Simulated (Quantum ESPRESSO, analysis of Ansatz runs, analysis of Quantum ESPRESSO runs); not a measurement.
# Li-H pair in ZnO: local vibrational mode, PBE (Quantum ESPRESSO)

Aim: the local vibrational mode of the Li-H pair in ZnO, to be set beside the measurement. Set-up: PBE, GBRV 1.5 PBE, 72-site cell, PBE lattice, k: the zone centre alone, anharmonic cut along the mode. The model is a cell of 72 host atoms with Li put on another atom's site and H put in between. The frequencies come from force constants among the defect atom and its neighbours, with the masses of the isotopes named.

What was measured. O-H stretch, 1H: 3577.3 cm⁻¹ at 10 K, by IR absorption (quoted in “Hydrogen-related defects in hydrothermally grown ZnO studied by Fourier Transform Infrared Spectroscopy”, 2010, Halvard Haug, quoting earlier work (2006)). O-D stretch, 2H: 2644.4 cm⁻¹, by IR absorption (quoted in “Hydrogen-related defects in hydrothermally grown ZnO studied by Fourier Transform Infrared Spectroscopy”, 2010, Halvard Haug, quoting earlier work (2006)). The calculation is set beside it at the end.

Method: Quantum ESPRESSO plane-wave DFT, PBE, GBRV 1.5 PBE potentials; relaxation of all atoms of a defect supercell, in Quantum ESPRESSO 7.5.

## Step 1: The starting structure

The cell holds 73 atoms: 35 Zn, 36 O, 1 Li and 1 H. Its edges and angles: a = 9.842 Å, b = 9.842 Å, c = 10.593 Å, α = 90.0°, β = 90.0°, γ = 120.0°. It derives from ZnO (space group P6_3mc). Nearest the centre at fractional (0.556, 0.444, 0.559): H73 at 0.61 Å, Li38 at 1.09 Å, O39 at 1.65 Å, O60 at 2.27 Å, O28 at 2.28 Å, O36 at 2.29 Å, Zn29 at 2.75 Å, Zn37 at 2.76 Å.

The host's primitive cell comes from a first run (Quantum ESPRESSO plane-wave DFT, PBE, GBRV 1.5 PBE potentials; relaxation of cell and atoms of a defect-free cell): vectors of 3.281, 3.281 and 5.297 Å. That is 12.34 Å³ an atom, 3.7 % over the diffraction cell's volume. The supercell is built on it.

## Step 2: Relaxation, charge 0

Every later number rests on the structure around the defect, so the atoms are relaxed at the host's lattice first.

pw.in

```
&CONTROL
  calculation = 'relax'
  prefix = 'pwscf'
  outdir = './tmp'
  pseudo_dir = './pseudo'
  tprnfor = .true.
  disk_io = 'low'
  nstep = 70
  forc_conv_thr = 0.00039
  etot_conv_thr = 0.0001
/
&SYSTEM
  ibrav = 0
  nat = 73
  ntyp = 4
  ecutwfc = 45
  ecutrho = 360
  nbnd = 464
  occupations = 'smearing'
  smearing = 'fd'
  degauss = 0.00073499
  nosym = .true.
/
&ELECTRONS
  conv_thr = 7d-08
  electron_maxstep = 100
  mixing_beta = 0.5
/
&IONS
  ion_dynamics = 'bfgs'
/
ATOMIC_SPECIES
Zn    65.3800 zn_pbe_v1.uspp.F.UPF
O     15.9990 o_pbe_v1.2.uspp.F.UPF
Li     6.9400 li_pbe_v1.4.uspp.F.UPF
H      1.0080 h_pbe_v1.4.uspp.F.UPF
CELL_PARAMETERS angstrom
   9.8424224608    0.0000000000    0.0000000000
  -4.9212112304    8.5237879669    0.0000000000
   0.0000000000    0.0000000000   10.5930620368
ATOMIC_POSITIONS crystal
Zn     0.1104708944    0.2230253396    0.2514751511
Zn     0.2213723482    0.1125353471    0.0003692788
O      0.2235607407    0.1115589071    0.1910534600
O      0.1111872177    0.2240025019    0.4404862784
Zn     0.1106650498    0.2237762117    0.7508309491
Zn     0.2207498931    0.1118328249    0.4994173550
O      0.2206651554    0.1092993732    0.6884804892
O      0.1112768836    0.2223673442    0.9376340676
Zn     0.1099752130    0.5538678459    0.2487052417
Zn     0.2224891412    0.4462395041    0.0010538845
O      0.2205684980    0.4431076646    0.1882637074
O      0.1125767751    0.5578747299    0.4395524516
Zn     0.1121656423    0.5559945529    0.7516731194
Zn     0.2199802097    0.4427401300    0.4998608079
O      0.2231564976    0.4433358233    0.6904416449
O      0.1090398034    0.5539707748    0.9387909106
Zn     0.1130480441    0.8901415068    0.2489561292
Zn     0.2216399861    0.7755191256    0.0000448090
O      0.2204866547    0.7776960207    0.1884768025
O      0.1102966799    0.8874317328    0.4380388222
Zn     0.1106466642    0.8866686765    0.7501031233
Zn     0.2221030052    0.7790828107    0.4985928849
O      0.2242237068    0.7797796046    0.6891913180
O      0.1132957703    0.8906441237    0.9398248029
Zn     0.4422466370    0.2204320234    0.2498317918
Zn     0.5576814193    0.1117802770    0.0006989132
O      0.5539640748    0.1091016850    0.1903246085
O      0.4424357984    0.2218485666    0.4402968420
Zn     0.4454429520    0.2240074257    0.7487672393
Zn     0.5564941335    0.1116383371    0.4982589507
O      0.5534782278    0.1099224509    0.6903832003
O      0.4465528580    0.2237023818    0.9402443155
Zn     0.4463398666    0.5573056021    0.2491622065
Zn     0.5541458585    0.4453454286   -0.0002390148
O      0.5554626361    0.4440826252    0.1876528363
O      0.4435210595    0.5566333640    0.4404996086
Zn     0.4465997944    0.5560484421    0.7504999352
Li     0.5542371293    0.4447171618    0.4562081037
O      0.5550741396    0.4447127116    0.7149031647
O      0.4429504521    0.5562310124    0.9401269915
Zn     0.4427755717    0.8894733799    0.2501409177
Zn     0.5545789972    0.7770320799   -0.0017114811
O      0.5574368651    0.7794429704    0.1904219387
O      0.4439936837    0.8900992248    0.4408024126
Zn     0.4425009274    0.8882859396    0.7509892859
Zn     0.5542334821    0.7759091002    0.4989050364
O      0.5557927560    0.7762489565    0.6884278044
O      0.4463025609    0.8890183738    0.9386348678
Zn     0.7787632086    0.2243015071    0.2491151194
Zn     0.8912014345    0.1125807981   -0.0001428222
O      0.8895531640    0.1133630643    0.1898280800
O      0.7783336566    0.2244655549    0.4396892929
Zn     0.7793776691    0.2224230187    0.7487246146
Zn     0.8886049380    0.1097548968    0.5014850469
O      0.8906630939    0.1124328855    0.6906841457
O      0.7799821945    0.2232234216    0.9388765914
Zn     0.7777877316    0.5536570515    0.2493277201
Zn     0.8882746576    0.4426931780    0.0012213540
O      0.8869418259    0.4426552375    0.1887845978
O      0.7757494552    0.5554765514    0.4391344979
Zn     0.7795717061    0.5551868129    0.7503014665
Zn     0.8878324624    0.4453074099    0.4989062756
O      0.8879441255    0.4456341984    0.6887408011
O      0.7756757654    0.5542221851    0.9403133510
Zn     0.7756532410    0.8883318135    0.2506380096
Zn     0.8907197414    0.7774237138    0.0000434143
O      0.8891482645    0.7799227259    0.1893940392
O      0.7778261671    0.8892590942    0.4376564420
Zn     0.7770088444    0.8873722586    0.7514290838
Zn     0.8884708375    0.7774524881    0.5018431863
O      0.8885444037    0.7791478226    0.6907141228
O      0.7770528811    0.8904496025    0.9393390882
H      0.5570169491    0.4445220479    0.6170931859
K_POINTS gamma
```

Started as:

```bash
> OMP_NUM_THREADS=1 mpirun -n 4 pw.x -in pw.in > pw.out
```

What it wrote:

```text
This program is part of the open-source Quantum ESPRESSO suite
     for quantum simulation of materials; please cite
         "P. Giannozzi et al., J. Phys.:Condens. Matter 21 395502 (2009);
         "P. Giannozzi et al., J. Phys.:Condens. Matter 29 465901 (2017);
         "P. Giannozzi et al., J. Chem. Phys. 152 154105 (2020);
          URL
     in publications or presentations arising from this work. More details at

     gamma-point specific algorithms are used

     Subspace diagonalization in iterative solution of the eigenvalue problem:
     one sub-group per band group will be used
     scalapack distributed-memory algorithm (size of sub-group:  2*  2 procs)

     --------------------
     sticks:   dense  smooth     PW     G-vecs:    dense   smooth      PW
     Min        2148    1066    266               172976    61166    7634
     Max        2149    1068    268               172980    61180    7644
     Sum        8593    4267   1069               691909   244687   30559

     Using Slab Decomposition

     bravais-lattice index     =            0
     lattice parameter (alat)  =      18.5995  a.u.
     unit-cell volume          =    5997.2583 (a.u.)^3
     number of atoms/cell      =           73
     number of atomic types    =            4
     number of electrons       =       920.00
     number of Kohn-Sham states=          464
     kinetic-energy cutoff     =      45.0000  Ry
     charge density cutoff     =     360.0000  Ry
     scf convergence threshold =      7.0E-08
     mixing beta               =       0.5000
     number of iterations used =            8  plain     mixing
     energy convergence thresh.=      1.0E-04
     force convergence thresh. =      3.9E-04
     Exchange-correlation=  SLA  PW   PBX  PBC
                           (   1   4   3   4   0   0   0)
     nstep                     =           70

     celldm(1)=  18.599483  celldm(2)=   0.000000  celldm(3)=   0.000000
     celldm(4)=   0.000000  celldm(5)=   0.000000  celldm(6)=   0.000000

     crystal axes: (cart. coord. in units of alat)
               a(1) = (   1.000000   0.000000   0.000000 )
               a(2) = (  -0.500000   0.866025   0.000000 )
               a(3) = (   0.000000   0.000000   1.076266 )

     reciprocal axes: (cart. coord. in units 2 pi/alat)
               b(1) = (  1.000000  0.577350 -0.000000 )
               b(2) = (  0.000000  1.154701  0.000000 )
               b(3) = (  0.000000 -0.000000  0.929139 )

     PseudoPot. # 1 for Zn read from file:
     zn_pbe_v1.uspp.F.UPF
     Pseudo is Ultrasoft, Zval = 20.0
     Generated by new atomic code, or converted to UPF format
     Using radial grid of  943 points,  6 beta functions with:
                l(1) =   0
                l(2) =   0
                l(3) =   1
                l(4) =   1
                l(5) =   2
                l(6) =   2
     Q(r) pseudized with  8 coefficients,  rinner =    1.100   1.100   1.100
                                                       1.100   1.100

     PseudoPot. # 2 for O  read from file:
     o_pbe_v1.2.uspp.F.UPF
     Pseudo is Ultrasoft + core correction, Zval =  6.0
     Generated by new atomic code, or converted to UPF format
     Using radial grid of  737 points,  5 beta functions with:
                l(1) =   0
                l(2) =   0
                l(3) =   1
                l(4) =   1
                l(5) =   2
     Q(r) pseudized with  8 coefficients,  rinner =    0.900   0.900   0.900
                                                       0.900   0.900

     PseudoPot. # 3 for Li read from file:
     li_pbe_v1.4.uspp.F.UPF
     Pseudo is Ultrasoft, Zval =  3.0
     Generated by new atomic code, or converted to UPF format
     Using radial grid of  751 points,  5 beta functions with:
                l(1) =   0
                l(2) =   0
                l(3) =   0
                l(4) =   1
                l(5) =   1
     Q(r) pseudized with 10 coefficients,  rinner =    1.150   1.150   1.150

     PseudoPot. # 4 for H  read from file:
     h_pbe_v1.4.uspp.F.UPF
     Pseudo is Ultrasoft, Zval =  1.0
     Generated by new atomic code, or converted to UPF format
     Using radial grid of  615 points,  2 beta functions with:
                l(1) =   0
                l(2) =   0
     Q(r) pseudized with  8 coefficients,  rinner =    0.700

     atomic species   valence    mass     pseudopotential
     Zn               20.00    65.38000     Zn( 1.00)
     O                 6.00    15.99900     O ( 1.00)
     Li                3.00     6.94000     Li( 1.00)
     H                 1.00     1.00800     H ( 1.00)

     No symmetry found

   Cartesian axes

     site n.     atom                  positions (alat units)
         1        Zn     tau(   1) = (  -0.0010418   0.1931456   0.2706541  )
         2        Zn     tau(   2) = (   0.1651047   0.0974585   0.0003974  )
         3        O      tau(   3) = (   0.1677813   0.0966128   0.2056243  )
         4        O      tau(   4) = (  -0.0008140   0.1939919   0.4740803  )
         5        Zn     tau(   5) = (  -0.0012231   0.1937959   0.8080936  )
         6        Zn     tau(   6) = (   0.1648335   0.0968501   0.5375058  )
         7        O      tau(   7) = (   0.1660155   0.0946560   0.7409880  )
         8        O      tau(   8) = (   0.0000932   0.1925758   1.0091434  )
         9        Zn     tau(   9) = (  -0.1669587   0.4796636   0.2676729  )
        10        Zn     tau(  10) = (  -0.0006306   0.3864548   0.0011343  )
        11        O      tau(  11) = (  -0.0009853   0.3837425   0.2026218  )
        12        O      tau(  12) = (  -0.1663606   0.4831337   0.4730752  )
        13        Zn     tau(  13) = (  -0.1658316   0.4815054   0.8090000  )
        14        Zn     tau(  14) = (  -0.0013899   0.3834242   0.5379831  )
        15        O      tau(  15) = (   0.0014886   0.3839401   0.7430987  )
        16        O      tau(  16) = (  -0.1679456   0.4797528   1.0103885  )
        17        Zn     tau(  17) = (  -0.3320227   0.7708852   0.2679430  )
        18        Zn     tau(  18) = (  -0.1661196   0.6716193   0.0000482  )
        19        O      tau(  19) = (  -0.1683614   0.6735045   0.2028511  )
        20        O      tau(  20) = (  -0.3334192   0.7685384   0.4714462  )
        21        Zn     tau(  21) = (  -0.3326877   0.7678776   0.8073103  )
        22        Zn     tau(  22) = (  -0.1674384   0.6747055   0.5366184  )
        23        O      tau(  23) = (  -0.1656661   0.6753090   0.7417530  )
        24        O      tau(  24) = (  -0.3320263   0.7713204   1.0115012  )
[...]
atom    5 type  1   force =    -0.00007818   -0.00000963    0.00002714
     atom    6 type  1   force =    -0.00001975   -0.00009229    0.00001814
     atom    7 type  2   force =     0.00002314    0.00004575    0.00004571
     atom    8 type  2   force =     0.00003344    0.00011741    0.00004213
     atom    9 type  1   force =     0.00000841   -0.00001874   -0.00001261
     atom   10 type  1   force =     0.00011172   -0.00000738    0.00012211
     atom   11 type  2   force =    -0.00012673   -0.00002018   -0.00015192
     atom   12 type  2   force =     0.00000347   -0.00022012   -0.00009805
     atom   13 type  1   force =     0.00002764    0.00010858    0.00002634
     atom   14 type  1   force =    -0.00000002   -0.00001783    0.00003592
     atom   15 type  2   force =     0.00003617    0.00001487   -0.00000252
     atom   16 type  2   force =     0.00004489   -0.00008604    0.00009418
[...]
Total force =     0.001407     Total SCF correction =     0.000056
     Energy error            =      4.1E-06 Ry
     Gradient error          =      4.4E-04 Ry/Bohr

     number of scf cycles    =  24
     number of bfgs steps    =  23

     energy             old  =  -17334.9863438621 Ry
     energy             new  =  -17334.9863479603 Ry

     CASE: energy            _new < energy            _old

     new trust radius        =       0.0020507691 bohr
     new conv_thr            =       0.0000000007 Ry

ATOMIC_POSITIONS (crystal)
Zn               0.1103004977        0.2220847032        0.2517696645
Zn               0.2198280331        0.1099917459        0.0008488151
O                0.2197112053        0.1099317891        0.1889057559
O                0.1107809794        0.2223148128        0.4403205874
Zn               0.1105806909        0.2221255387        0.7494039066
Zn               0.2272266815        0.1148677782        0.4983311029
O                0.2228128798        0.1119755790        0.6894286156
O                0.1107999958        0.2222386134        0.9386839049
Zn               0.1110349948        0.5560050633        0.2528335992
Zn               0.2198728781        0.4435599657        0.0007264240
O                0.2196576300        0.4436029885        0.1888090268
O                0.1102723533        0.5548221689        0.4412971818
Zn               0.1110283050        0.5554624784        0.7483603434
Zn               0.2271321639        0.4462370242        0.4982801455
O                0.2228293404        0.4445100515        0.6894021687
O                0.1112383732        0.5561365780        0.9380022144
[...]
NEW-OLD atomic charge density approx. for the potential

     Check: negative core charge=   -0.000002

     Self-consistent Calculation

     iteration #  1     ecut=    45.00 Ry     beta= 0.50
     Davidson diagonalization with overlap
     ethr =  1.00E-06,  avg # of iterations =  3.0

     Threshold (ethr) on eigenvalues was too large:
     Diagonalizing with lowered threshold

     Davidson diagonalization with overlap
     ethr =  1.49E-10,  avg # of iterations =  5.0

     total energy              =  -17334.98635074 Ry
     estimated scf accuracy    <       0.00000213 Ry

     iteration #  2     ecut=    45.00 Ry     beta= 0.50
     Davidson diagonalization with overlap
     ethr =  2.31E-10,  avg # of iterations =  3.0

     total energy              =  -17334.98635098 Ry
     estimated scf accuracy    <       0.00000036 Ry

     iteration #  3     ecut=    45.00 Ry     beta= 0.50
     Davidson diagonalization with overlap
     ethr =  3.89E-11,  avg # of iterations =  4.0

     total energy              =  -17334.98635104 Ry
     estimated scf accuracy    <       0.00000011 Ry

     iteration #  4     ecut=    45.00 Ry     beta= 0.50
     Davidson diagonalization with overlap
     ethr =  1.24E-11,  avg # of iterations =  4.0

     total energy              =  -17334.98635106 Ry
     estimated scf accuracy    <       0.00000001 Ry

     iteration #  5     ecut=    45.00 Ry     beta= 0.50
     Davidson diagonalization with overlap
     ethr =  1.35E-12,  avg # of iterations =  4.0

     total energy              =  -17334.98635106 Ry
     estimated scf accuracy    <          3.1E-09 Ry

     iteration #  6     ecut=    45.00 Ry     beta= 0.50
     Davidson diagonalization with overlap
     ethr =  3.36E-13,  avg # of iterations =  3.0

     End of self-consistent calculation

          k = 0.0000 0.0000 0.0000 ( 15280 PWs)   bands (ev):

  -115.5992-115.5982-115.5979-115.4585-115.3811-115.3809-115.3804-115.3731
  -115.3729-115.3727-115.3725-115.3725-115.3723-115.3614-115.3590-115.3588
  -115.3587-115.3581-115.3321-115.3315-115.3315-115.3287-115.3277-115.3271
  -115.3206-115.3202-115.3201-115.2644-115.2483-115.1921-115.1920-115.1904
  -115.1903-115.1900-115.1895 -69.8388 -69.8371 -69.8369 -69.7736 -69.7734
[...]
6.2056   6.2060   6.2492   6.2535   6.2536   6.2967   6.3064   6.3068
     6.3374   6.4653   6.4656   6.5740   6.7113   6.7121   6.7151   6.7401
     6.7408   6.7443   6.7445   6.7516   6.7673   6.7679   6.7955   6.7959
     6.8163   6.8644   6.8721   6.9024   6.9088   6.9091   6.9228   6.9234
     6.9267   6.9418   6.9419   6.9832   7.0148   7.0161   7.0412   7.1947
     7.2807   7.2808   7.3052   7.3053   7.3325   7.3876   7.3880   7.4653
     7.4662   7.5322   7.5451   7.5452   7.6008   7.6629   7.6633   7.7497
     7.7497   7.9986   8.0947   8.0948   8.8915  11.4474  11.5357  12.2060

     the Fermi energy is     8.5558 ev

!    total energy              =  -17334.98635106 Ry
     estimated scf accuracy    <          2.0E-10 Ry
     smearing contrib. (-TS)   =      -0.00000000 Ry
     internal energy E=F+TS    =  -17334.98635106 Ry

     The total energy is F=E-TS. E is the sum of the following terms:
     one-electron contribution =  -14530.03570863 Ry
     hartree contribution      =    7629.72699897 Ry
     xc contribution           =   -1747.47164897 Ry
     ewald contribution        =   -8687.20599244 Ry

     convergence has been achieved in   6 iterations

     Forces acting on atoms (cartesian axes, Ry/au):

[...]
atom   66 type  1   force =    -0.00006043   -0.00011878    0.00003665
     atom   67 type  2   force =     0.00006959    0.00007033   -0.00006424
     atom   68 type  2   force =     0.00001081    0.00007397   -0.00003768
     atom   69 type  1   force =    -0.00004778    0.00008001    0.00016127
     atom   70 type  1   force =     0.00008722    0.00004399   -0.00007989
     atom   71 type  2   force =    -0.00007430   -0.00011311    0.00004568
     atom   72 type  2   force =    -0.00003639   -0.00005935   -0.00004977
     atom   73 type  4   force =    -0.00008721   -0.00001440   -0.00036313

     Total force =     0.001206     Total SCF correction =     0.000060
     Energy error            =      3.1E-06 Ry
     Gradient error          =      3.6E-04 Ry/Bohr

     bfgs converged in  25 scf cycles and  24 bfgs steps
     (criteria: energy <  1.0E-04 Ry, force <  3.9E-04 Ry/Bohr)

     End of BFGS Geometry Optimization

     Final energy             =  -17334.9863510594 Ry

     File ./tmp/pwscf.bfgs deleted, as requested
Begin final coordinates

ATOMIC_POSITIONS (crystal)
[...]
Zn               0.8901710002        0.7803669506        0.0010286319
O                0.8899720554        0.7801872101        0.1890787976
O                0.7776343154        0.8891553827        0.4403521094
Zn               0.7780014036        0.8895330391        0.7494162234
Zn               0.8849755792        0.7726173310        0.4984289206
O                0.8882453744        0.7773791809        0.6895133143
O                0.7778903427        0.8892816356        0.9387085888
H                0.5570751485        0.4446860944        0.6143267262
End final coordinates

=------------------------------------------------------------------------------=
   JOB DONE.
=------------------------------------------------------------------------------=
```

Wall time 32 min (4 MPI ranks of Arm Neoverse V2, shared host); peak memory 2.3 GiB.

(Part 1 of 3 ends here.)

[Logs are printed without paths, hosts, clocks, repeated set-up lines and the standing remarks that a program may print on its own settings, such as how far it seeks lower states.]

[Hosts, paths, dates, database ids (printed as entryN), source tags and the programs' standing remarks are cut or masked in the printed files.]

[For some hosts the program warned that the k-mesh of the response run may be too coarse for force constants and the static dielectric constant; such warnings are not shown here.]
